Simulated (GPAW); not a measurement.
Consider BaMnO3 (P6_3mc).

```xyz
10
Lattice="5.7213 0.0000 0.0000 -2.8607 4.9548 0.0000 0.0000 0.0000 4.8819" Properties=species:S:1:pos:R:3 pbc="T T T"
Ba    0.0000    3.3032    1.1318
Ba    2.8607    1.6516    3.5727
Mn    0.0000    0.0000    4.7171
Mn    0.0000    0.0000    2.2761
O     1.2679    0.7320    1.0546
O     2.8607    3.4908    1.0546
O     4.4534    0.7320    1.0546
O     1.5928    4.2228    3.4955
O     0.0000    1.4640    3.4955
O    -1.5928    4.2228    3.4955
```

Absorber: atom 5, with 2 Mn at 1.91 Å (bent, 80°, site symmetry m). Method: GPAW, LDA + U (Mn 3.9 eV), full core hole (charged cell), 10-atom cell with 4.9 Å between holes, 3×3×3 k points, dipole transitions, Gaussian full width 0.9 eV up to 4 eV, rising linearly to 3.5 eV at 25 eV.

Question: Where do the maxima of the O K edge fall?

Main maxima up to 24 eV above the zero (height): 0.5 eV (1.65), 2.7 eV (1.14), 5.3 eV (1.59) and 12.0 eV (2.06). A K edge sees empty p states; the first features are O p mixed into the empty d states of the Mn neighbours, and the broad ones above probably into the cations' higher empty bands. The total-energy difference plus the lowest empty eigenvalue puts the zero at 524.35 eV. The functional and the charged cell's background leave an error in such absolute values: in the free atom LDA prices this hole 4.1 eV below PBE (computed apart), and PBE is itself good to a few eV.

The O K spectrum (energy from the lowest empty level; intensity scaled to a mean of 1 over the first 20 eV; polarised curves are means over the symmetry-equivalent atoms):

```csv
E (eV),isotropic,ε ⊥ c,ε ∥ c
-2.00,0.00,0.00,0.00
-1.25,0.00,0.00,0.00
-0.50,0.09,0.06,0.14
0.25,1.35,0.98,2.07
1.00,1.06,0.98,1.23
1.75,0.58,0.69,0.34
2.50,1.06,0.72,1.75
3.25,0.64,0.53,0.85
4.00,0.30,0.29,0.34
4.75,1.27,1.27,1.28
5.50,1.55,1.80,1.06
6.25,1.09,1.17,0.93
7.00,0.86,0.88,0.83
7.75,0.48,0.41,0.64
8.50,0.35,0.29,0.46
9.25,0.57,0.51,0.67
10.00,0.77,0.76,0.79
10.75,1.18,1.12,1.29
11.50,1.85,1.63,2.30
12.25,2.03,1.73,2.65
13.00,1.60,1.36,2.08
13.75,1.19,1.12,1.34
14.50,1.03,1.09,0.90
15.25,1.01,1.15,0.74
16.00,1.01,1.17,0.67
16.75,0.98,1.17,0.61
17.50,0.93,1.11,0.58
18.25,0.84,0.97,0.58
19.00,0.71,0.78,0.56
19.75,0.59,0.63,0.51
20.50,0.51,0.53,0.47
21.25,0.47,0.49,0.45
22.00,0.46,0.48,0.43
22.75,0.47,0.50,0.41
23.50,0.50,0.54,0.41
24.25,0.53,0.57,0.45
25.00,0.59,0.61,0.54
25.75,0.65,0.65,0.65
26.50,0.72,0.72,0.74
27.25,0.80,0.80,0.78
28.00,0.85,0.88,0.78
28.75,0.87,0.93,0.76
29.50,0.87,0.91,0.77
30.25,0.85,0.86,0.84
31.00,0.84,0.79,0.95
31.75,0.85,0.73,1.09
```

The hole lies in one spin channel, while the script sums the empty states of both and takes the lower zero; where the two channels are split, this blurs and shifts the curve. The spins start ferromagnetically in a simple order, which needn't be the measured one; gap and edge can depend on it. The holes are only 4.9 Å apart, so the shape is probably not converged with cell size; no larger cell was run here. The mesh is coarse (0.43 Å⁻¹ between points), so small maxima may be mesh ripples. The structure is a computed Materials Project entry and may be a hypothetical form.

[Banner, clock and machine lines of the logs are left out without a mark of their own.]

[Logs are printed without paths, hosts, clocks, repeated set-up lines and the standing remarks that a program may print on its own settings, such as how far it seeks lower states.]

[Hosts, paths, dates, database ids (printed as entryN), source tags and the programs' standing remarks are cut or masked in the printed files.]

[Lists of maxima count a maximum above −3 eV only where it reaches 4 % of the highest in the window and stands out from its surroundings by 2 % of it (1.5 % where it reaches 55 %); shoulders and weaker maxima are passed over, and of the rest the first, up to two pre-edge ones and the few strongest are named.]
